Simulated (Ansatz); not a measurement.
# NaVS3 in P4mm, a phase reached by a soft mode: a soft mode frozen in

Wanted: the energy along a soft mode of NaVS3 in P4mm, a phase reached by a soft mode and the structure at the end.

Main program and level: Ansatz 0.2.0; DFT PBEsol, scalar-relativistic, plane waves, PAW; PAW set soft_1.

The structure was built from a prototype and need not be the compound's stable phase.

## 1. The structure

Symmetry: P4mm, No. 99, tetragonal system. The conventional cell has a = 4.332 Å, b = 4.332 Å, c = 5.603 Å, α = 90.00°, β = 90.00°, γ = 90.00°. Na has 8 S at 3.06 to 3.13 Å nearest. V has 5 S at 2.07 to 2.28 Å nearest. S has 1 V at 2.07 Å and 4 Na at 3.13 Å nearest. Nearest to S lie 2 V at 2.28 Å and 2 Na at 3.06 Å. Farther neighbours and most contacts between anions are not listed.

## 2. Zone-centre response

This phase was reached earlier by freezing in an unstable mode of a structure of higher symmetry and relaxing. Its zone-centre modes can show that it is still unstable.

File input.yaml:

```yaml
crystal:
  lattice:
    - [4.332306063, 0.0, 0.0]
    - [0.0, 4.332306063, 0.0]
    - [0.0, 0.0, 5.603351591]
  atoms:
    - { symbol: Na, position: [0.0, 0.0, 0.5595514499] }
    - { symbol: V, position: [0.5, 0.5, 0.0738971377] }
    - { symbol: S, position: [0.5, 0.5, 0.4434739098] }
    - { symbol: S, position: [0.5, 0.0, 0.9458118255] }
    - { symbol: S, position: [0.0, 0.5, 0.9458118255] }
kpoints:
  mp_grid: { grid: [8, 8, 6] }
hamiltonian:
  xc: pbesol
  pseudopotentials: { kind: paw, azcp: { folder: soft_1 }, xc_functional: pbe }
scf:
  occupations: { method: methfessel_paxton, width: 0.2 }
output:
  eigenvalues: true
phonons:
  method: dfpt
```

Command:

```sh
> ansatz run input.yaml --threads 8 --pin off --max-ram 16384MiB --backend cpu --events-out ev --progress --plain --runs-dir out
```

Numbers of over 12 decimals in the logs are rounded to 6 here.

What it wrote:

```text
zone centre: on kpoints.mp_grid the ground state, and the responses unless they are solved on pairs of k-points, stand on 100 of the mesh's 384 k-points, reduced under 4 symmetry operations, with k and −k counted as one. Each operation leaves every solved displacement unchanged or reverses it
Engine: ansatz 0.2.0, aarch64-unknown-linux-gnu
Pseudopotentials: kind: paw
Pseudopotential: Na, paw, valence charge 9, recommended cutoff 420 eV (normal), soft_1/Na.paw.azcp
Pseudopotential: V, paw, valence charge 13, recommended cutoff 420 eV (normal), soft_1/V.paw.azcp
Pseudopotential: S, paw, valence charge 6, recommended cutoff 420 eV (normal), soft_1/S.paw.azcp
Functional definition: PBEsol
  exchange = pbesol_x
  correlation = pbesol_c
Crystal: 5 atoms, lattice volume = 105.169 Å³
Basis set: ecut = 420 eV, 2059 PW (Γ), exchange–correlation on 60×60×80 points (8 copies of the dense FFT grid, shifted against one another)
Bands: 25, of which v1, the nominal top of the filled ones, is band 20 counted from 1 (19 counted from 0)
Symmetry: 8 space group operations
k-points: 100 of 384 (irreducible under 4 space group operations, time reversal used)
Non-local potential: Na, projectors of the file, l = 0: 3, l = 1: 2, l = 2: 1
Non-local potential: V, projectors of the file, l = 0: 3, l = 1: 2, l = 2: 3, l = 3: 1
Non-local potential: S, projectors of the file, l = 0: 2, l = 1: 2, l = 2: 1
PAW form: soft (Blöchl's): semilocal exchange-correlation on the pseudo side does not see the compensation charge
PAW frozen core: Na, regenerated for the run's functional, and the local potential with it (the file was generated under x = pbe(κ = 0.804, μ = 0.219515), c = pbe(β = 0.066725))
PAW frozen core: V, regenerated for the run's functional, and the local potential with it (the file was generated under x = pbe(κ = 0.804, μ = 0.219515), c = pbe(β = 0.066725))
PAW frozen core: S, regenerated for the run's functional, and the local potential with it (the file was generated under x = pbe(κ = 0.804, μ = 0.219515), c = pbe(β = 0.066725))
PAW one-centre angular grid: Na, 110 points (default); XC on 64 Gauss nodes
PAW one-centre angular grid: V, 590 points (default); XC on 64 Gauss nodes
PAW one-centre angular grid: S, 110 points (default); XC on 64 Gauss nodes
Initial density: superposition of atomic densities (chi_scale 0.1, normalization cell, long waves kept (reshape's long-wave potential 0.02 eV rms))
Initial wavefunctions: pseudopotential atomic-orbital guess
Functional: x = pbesol(κ = 0.804, μ = 0.123457), c = pbesol(β = 0.046)
SCF iter   1: F=—  HF=-7021.470764 eV  |F-HF|=—  |Δ(HF+E_count)|=         —  Δρ=1.13e-1  dr2=2.33e1  ethr=3.10e-3  ⟨swp⟩=6.2  Hψ=11664  notcnv=0
preconditioner: auto → Kerker (q_TF=auto, 2.322 Å⁻¹)  [metal: Δε(μ)=0.012 eV  Ē_g=6.427 eV  σ=0.200 eV  W_gap=0.05  n_scr=20 (ndim 8)  ℏωp=17.7 eV  f_vac=0.000  D(μ)=7.07/eV (n_scr^D=82)]
SCF iter   2: F=—  HF=-7020.000046 eV  |F-HF|=—  |Δ(HF+E_count)|=    1.47e0  S|Δr|=    0.00e0  Δρ=5.41e-2  dr2=5.96e0  ethr=3.10e-3  ⟨swp⟩=2.3  Hψ=5341  notcnv=0
SCF iter   3: F=—  HF=-7019.456438 eV  |F-HF|=—  |Δ(HF+E_count)|=   5.44e-1  S|Δr|=    0.00e0  Δρ=9.25e-3  dr2=1.62e-1  ethr=3.10e-3  ⟨swp⟩=2.4  Hψ=3795  notcnv=0
SCF iter   4: F=—  HF=-7019.449251 eV  |F-HF|=—  |Δ(HF+E_count)|=   7.19e-3  S|Δr|=    0.00e0  Δρ=2.31e-3  dr2=7.64e-3  ethr=4.05e-4  ⟨swp⟩=1.1  Hψ=3178  notcnv=0
SCF iter   5: F=—  HF=-7019.452507 eV  |F-HF|=—  |Δ(HF+E_count)|=   3.26e-3  S|Δr|=    0.00e0  Δρ=8.34e-4  dr2=1.43e-3  ethr=1.91e-5  ⟨swp⟩=2.4  Hψ=3813  notcnv=0
SCF iter   6: F=—  HF=-7019.453208 eV  |F-HF|=—  |Δ(HF+E_count)|=   7.01e-4  S|Δr|=    0.00e0  Δρ=3.28e-4  dr2=2.83e-4  ethr=3.59e-6  ⟨swp⟩=2.4  Hψ=3465  notcnv=0
SCF iter   7: F=—  HF=-7019.453340 eV  |F-HF|=—  |Δ(HF+E_count)|=   1.31e-4  S|Δr|=    0.00e0  Δρ=1.39e-4  dr2=5.26e-5  ethr=7.08e-7  ⟨swp⟩=2.1  Hψ=3394  notcnv=0
SCF iter   8: F=—  HF=-7019.453347 eV  |F-HF|=—  |Δ(HF+E_count)|=   6.81e-6  S|Δr|=    0.00e0  Δρ=6.59e-5  dr2=9.42e-6  ethr=1.32e-7  ⟨swp⟩=2.2  Hψ=3639  notcnv=0
SCF iter   9: F=—  HF=-7019.453351 eV  |F-HF|=—  |Δ(HF+E_count)|=   3.88e-6  S|Δr|=    0.00e0  Δρ=2.99e-5  dr2=1.52e-6  ethr=2.35e-8  ⟨swp⟩=2.1  Hψ=3522  notcnv=0
SCF iter  10: F=—  HF=-7019.453354 eV  |F-HF|=—  |Δ(HF+E_count)|=   3.43e-6  S|Δr|=    0.00e0  Δρ=6.24e-6  dr2=6.43e-8  ethr=3.81e-9  ⟨swp⟩=2.7  Hψ=3864  notcnv=0
SCF iter  11: F=—  HF=-7019.453354 eV  |F-HF|=—  |Δ(HF+E_count)|=   7.09e-9  S|Δr|=    0.00e0  Δρ=2.25e-6  dr2=1.08e-8  ethr=1.61e-10  ⟨swp⟩=2.2  Hψ=4191  notcnv=0
SCF iter  12: F=—  HF=-7019.453354 eV  |F-HF|=—  |Δ(HF+E_count)|=  5.18e-11  S|Δr|=    0.00e0  Δρ=1.09e-6  dr2=2.56e-9  ethr=2.69e-11  ⟨swp⟩=2.3  Hψ=4270  notcnv=0
SCF iter  13: F=—  HF=-7019.453354 eV  |F-HF|=—  |Δ(HF+E_count)|=  5.57e-10  S|Δr|=    0.00e0  Δρ=3.22e-7  dr2=2.87e-10  ethr=6.41e-12  ⟨swp⟩=2.2  Hψ=3739  notcnv=0
SCF iter  14: F=—  HF=-7019.453354 eV  |F-HF|=—  |Δ(HF+E_count)|=  3.73e-11  S|Δr|=    0.00e0  Δρ=1.42e-7  dr2=3.66e-11  ethr=1.00e-12  ⟨swp⟩=2.7  Hψ=4495  notcnv=0
SCF iter  15: F=-7019.453354 eV  HF=-7019.453354 eV  |F-HF|=9.09e-13  |Δ(HF+E_count)|=  7.28e-12  S|Δr|=    0.00e0  Δρ=6.60e-8  dr2=4.83e-12  ethr=1.00e-12  ⟨swp⟩=6.7  Hψ=11950  notcnv=0
SCF 1 converged in 15 iterations: F = -7019.453354 eV  dr2 = 4.83e-12
  greatest PAW one-centre occupation: 1.000 electrons in one spin orbital (limit 2), on the V atom at site 1 (counted from 0), in its partial waves of l = 0
DFPT response loops at Γ: preconditioner auto → Kerker (q_TF=auto, 2.322 Å⁻¹) (partly filled bands, converged f_vac=0.035); β = 1.00, the filter's whole step (`scf.mixing.beta` (0.50) is not read by the response loops under this deck's `scf.mixing.preconditioner`; to damp them name `kerker` or `kerker_dos`, under which they read `scf.mixing.beta`, and type it under 1.00, their step now; both keys bind the ground state too); Broyden in place of MSR1
SCF converged after 15 iterations
Stability not checked: this state was not tested for a lower state beside it, because cold or Methfessel-Paxton smearing, or corrected tetrahedra, fill the levels in a way that the test cannot read (fill_not_monotonic; see scf.lower_state_search)
Free energy (F): -7019.453354 eV
Harris-Foulkes:  -7019.453354 eV  (|F-HF|=9.09e-13)
Internal energy: -7019.463300 eV  (E = F + TS)
E sigma→0 (E₀):  -7019.455841 eV
Entropy (-TS):   0.009946 eV (1.989 meV/atom)
Fermi energy:    5.979946 eV
--- Per-component energies (eV) ---
  E_band       = -503.919951
  E_kinetic    = 724.455766
  E_local      = -3668.653469  (includes V_loc(G=0)·N_el)
  E_nonlocal   = 464.946026
  E_hartree    = 1375.869739
  E_xc         = -413.702068
  E_vxc        = -438.582401  (∫ρ·V_xc dr)
  E_paw        = -3158.769088  (= ΣΔE_a)
  E_vpaw       = -337.826329  (= ΣTr[D̂ρ^β])
  E_aug_tail   = 0.000977  (compensation charges beyond the density's cutoff)
  E_ewald      = -2344.001405
  E_core_change = 0.390221  (= ΣΔE_core)
  E_smearing   = 0.009946  (= −TS)
  E_closure    = -0.000000  (closes the sum)
  Σ components = -7019.453354   (vs F -7019.453354, Δ=0.00e0)
--- Band table (eV; the first three rows and the last of 100) ---
  k-point 0: bands = [... 16 lower, 3.2524, 3.6964, 5.1321, 5.3795, 5.3795, 7.5884, 7.5884, 7.7927, ... 1 higher]
  k-point 1: bands = [... 16 lower, 3.2666, 3.6650, 5.1337, 5.3830, 5.3830, 7.5528, 7.5528, 7.7894, ... 1 higher]
  k-point 2: bands = [... 16 lower, 3.2948, 3.6038, 5.1369, 5.3897, 5.3897, 7.4840, 7.4840, 7.9383, ... 1 higher]
  k-point 99: bands = [... 16 lower, 2.4541, 4.9464, 4.9464, 6.0572, 6.0572, 6.4192, 6.9664, 7.2803, ... 1 higher]
--- Phonons (Γ-DFPT): 9 representative perturbations + reference, on 100 of 384 k-points (Σ response iterations 27) ---
  k mesh reduced under 4 symmetry operations, with k and −k counted as one. Each operation leaves every solved displacement unchanged or reverses it
  ASR residual: 1.403e-4 → 0.000e0 eV/Å²; symmetrization residual: 4.983e-6 eV/Å²
  ASR residual per site (eV/Å²): 1.40e-4 1.65e-5 1.41e-5 1.26e-5 1.26e-5
  Γ frequencies (cm⁻¹): -119.96 -119.96 0.00 0.00 0.00 86.48 87.71 87.71 122.19 145.43 145.43 216.85 374.15 374.15 521.86
  non-analytic LO–TO correction: not included (Born effective charges unavailable; polar crystals: no LO–TO splitting at Γ)
```

It took 30 s on 8 threads of Arm Neoverse V2, shared host; peak memory 1.2 GiB; 3.7 min of CPU time.

In the SCF lines HF is the Harris–Foulkes energy and dr2 the Hartree energy of the density residual, in eV; the loop may stop once dr2 is under the threshold and the program's other checks hold. Hψ counts applications of the Hamiltonian.

This step gave:

- volume per atom: 21.03 Å³
- gap on the k-mesh: 0 eV
- sum-rule residual before enforcement: 1.40e-4 eV/Å²
- point group: 4mm
- highest optical mode at the zone centre (no LO-TO term): 521.9 cm⁻¹
- lowest optical zone-centre mode: -120.0 cm⁻¹

Patterns of degenerate modes are one choice out of their space. Modes at Γ, with each element's share of the kinetic energy (negative means imaginary):

| mode | frequency (cm⁻¹) | symmetry | Na % | V % | S % |
| --- | --- | --- | --- | --- | --- |
| 1 | -120.0 | E | 1 | 27 | 72 |
| 2 | -120.0 | E | 1 | 27 | 72 |
| 3 | 0.0 | acoustic | 14 | 30 | 57 |
| 4 | 0.0 | acoustic | 14 | 30 | 57 |
| 5 | 0.0 | acoustic | 14 | 30 | 57 |
| 6 | 86.5 | A1 | 86 | 4 | 9 |
| 7 | 87.7 | E | 78 | 9 | 12 |
| 8 | 87.7 | E | 78 | 9 | 12 |
| 9 | 122.2 | B1 | 0 | 0 | 100 |
| 10 | 145.4 | E | 8 | 15 | 77 |
| 11 | 145.4 | E | 8 | 15 | 77 |
| 12 | 216.8 | A1 | 0 | 25 | 75 |
| 13 | 374.1 | E | 0 | 19 | 81 |
| 14 | 374.1 | E | 0 | 19 | 81 |
| 15 | 521.9 | A1 | 0 | 40 | 59 |

Displacements in mode 2 (-120.0 cm⁻¹), the largest set to 1:
```
Na1  0.01  0.10  0.00
V2  -0.04 -0.51  0.00
S3  -0.02 -0.31  0.00
S4   0.07  0.04  0.00
S5   0.00  1.00  0.00
```

Displacements in mode 6 (86.5 cm⁻¹), the largest set to 1:
```
Na1  0.00  0.00  1.00
V2   0.00  0.00 -0.15
S3   0.00  0.00 -0.19
S4   0.00  0.00 -0.14
S5   0.00  0.00 -0.14
```

Before it was imposed, the acoustic sum rule was missed by 1.4e-4 eV/Å². Small misses are needed for a sound result but don't prove that mesh and cutoff are converged. The lowest optical mode is imaginary, 120.0i cm⁻¹, so the energy falls along it.

## 3. The mode frozen in, largest atomic shift 0 Å

The mode followed lies at Γ with frequency 120.0i cm⁻¹ and is 2-fold degenerate, the softest among the wavevectors solved. At small amplitude the distorted cell has space group no. 8 by a symmetry search on the positions. The undistorted cell that holds it gives the zero of energy on the same k mesh.

Edit input.yaml of step 2 so:

```diff
@@ -19,4 +19,4 @@
 output:
+  forces: true
+  stress: true
   eigenvalues: true
-phonons:
-  method: dfpt
```

What it wrote:

```text
[...]
Crystal: 5 atoms, lattice volume = 105.169 Å³
Basis set: ecut = 420 eV, 2059 PW (Γ), exchange–correlation on 60×60×80 points (8 copies of the dense FFT grid, shifted against one another)
Bands: 25, of which v1, the nominal top of the filled ones, is band 20 counted from 1 (19 counted from 0)
Symmetry: 8 space group operations
[...]
k-points: 60 of 384 (time reversal used)
[...]
k-point 0: bands = [... 16 lower, 3.2523, 3.6964, 5.1319, 5.3794, 5.3794, 7.5883, 7.5883, 7.7927, ... 1 higher]
  k-point 1: bands = [... 16 lower, 3.2665, 3.6649, 5.1335, 5.3829, 5.3829, 7.5527, 7.5527, 7.7893, ... 1 higher]
  k-point 2: bands = [... 16 lower, 3.2947, 3.6037, 5.1367, 5.3897, 5.3897, 7.4839, 7.4839, 7.9382, ... 1 higher]
  k-point 59: bands = [... 16 lower, 2.4540, 4.9463, 4.9463, 6.0571, 6.0571, 6.4191, 6.9664, 7.2802, ... 1 higher]
[key lines of the parts left out:]
SCF converged after 10 iterations
Free energy (F): -7019.453354 eV
Fermi energy:    5.979831 eV
P = ⅓ Tr σ = -0.0050 GPa (-0.050 kbar)
```

Elapsed: 2 s, on 8 threads; peak memory 0.47 GiB.

This step gave:

| Quantity | Value |
| --- | --- |
| pressure | -0.004953 GPa |
| energy from the undistorted cell | 0 meV/atom |

The run ends at a pressure of 0.00 GPa, with forces up to 7.9e-4 eV/Å.

## 4. The mode frozen in, largest atomic shift 0.22 Å

The atoms are moved along the unstable eigenvector, the largest shift by 0.22 Å, with the cell fixed.

input.yaml, the sections that differ from step 3:

```yaml
crystal:
  lattice:
    - [4.332306063, 0.0, 0.0]
    - [0.0, 4.332306063, 0.0]
    - [0.0, 0.0, 5.603351591]
  atoms:
    - { symbol: Na, position: [0.0052479195, 0.0052479195, 0.5595514499] }
    - { symbol: V, position: [0.4742736142, 0.4742736142, 0.0738971377] }
    - { symbol: S, position: [0.4843768871, 0.4843768871, 0.4434739098] }
    - { symbol: S, position: [0.5507420419, 0.0019956133, 0.9458118255] }
    - { symbol: S, position: [0.0019956133, 0.5507420419, 0.9458118255] }
# kpoints, hamiltonian, scf, output: as in step 3
```

What it wrote:

```text
[...]
Crystal: 5 atoms, lattice volume = 105.169 Å³
Basis set: ecut = 420 eV, 2059 PW (Γ), exchange–correlation on 60×60×80 points (8 copies of the dense FFT grid, shifted against one another)
Bands: 25, of which v1, the nominal top of the filled ones, is band 20 counted from 1 (19 counted from 0)
Symmetry: 2 space group operations
[...]
k-points: 114 of 384 (time reversal used)
[...]
k-point 0: bands = [... 16 lower, 3.3338, 3.7344, 4.3775, 5.2742, 5.8482, 7.6230, 7.7529, 7.9591, ... 1 higher]
  k-point 1: bands = [... 16 lower, 3.3330, 3.7107, 4.3783, 5.2960, 5.8839, 7.6179, 7.6791, 7.9075, ... 1 higher]
  k-point 2: bands = [... 16 lower, 3.3315, 3.6676, 4.3800, 5.3388, 5.9608, 7.5532, 7.6349, 7.9907, ... 1 higher]
  k-point 113: bands = [... 16 lower, 2.7260, 4.5523, 5.0105, 6.0781, 6.1149, 6.5797, 6.9394, 7.3959, ... 1 higher]
[key lines of the parts left out:]
SCF converged after 10 iterations
Free energy (F): -7019.488911 eV
Fermi energy:    6.000817 eV
P = ⅓ Tr σ = -0.0668 GPa (-0.668 kbar)
```

Run time: 3.8 s. Hardware: 8 threads; peak memory 0.55 GiB.

This step gave:

```
pressure                         : -0.06680 GPa
energy from the undistorted cell : -6.602 meV/atom
```

The energy, extrapolated to zero smearing, is -6.60 meV/atom against the undistorted cell.

The run ends at a pressure of -0.07 GPa, with forces up to 0.35 eV/Å.

## 5. Energy along the mode, all amplitudes (two of the runs are shown above)

An imaginary frequency means negative curvature, so the energy should fall and then rise again as anharmonic terms take over.

This step gave:

```yaml
depth_at_the_lowest_point_sampled: 6.602 meV/atom
largest_atomic_shift_at_that_point: 0.22 Å
```

The energy from the parent by largest atomic shift:

| largest atomic shift (Å) | energy from the parent (meV/atom) |
| --- | --- |
| 0.000 | 0 |
| 0.040 | -0.73 |
| 0.080 | -2.67 |
| 0.140 | -6.17 |
| 0.220 | -6.60 |
| 0.320 | 14.5 |

Displacement at unit largest shift by atom:

| atom | x (Å) | y (Å) | z (Å) | size |
| --- | --- | --- | --- | --- |
| Na1 | 0.103 | 0.103 | 0.000 | 0.146 |
| V2 | -0.507 | -0.507 | 0.000 | 0.717 |
| S3 | -0.308 | -0.308 | 0.000 | 0.436 |
| S4 | 0.999 | 0.039 | 0.000 | 1.000 |
| S5 | 0.039 | 0.999 | 0.000 | 1.000 |

The lowest of the steps tried is at 0.22 Å, 6.60 meV/atom below the parent; the bottom of the well need not coincide with a step.

[end of part 1 of 2]

[Logs are printed without paths, hosts, clocks, repeated set-up lines and the standing remarks that a program may print on its own settings, such as how far it seeks lower states.]

[Hosts, paths, dates, database ids (printed as entryN), source tags and the programs' standing remarks are cut or masked in the printed files.]
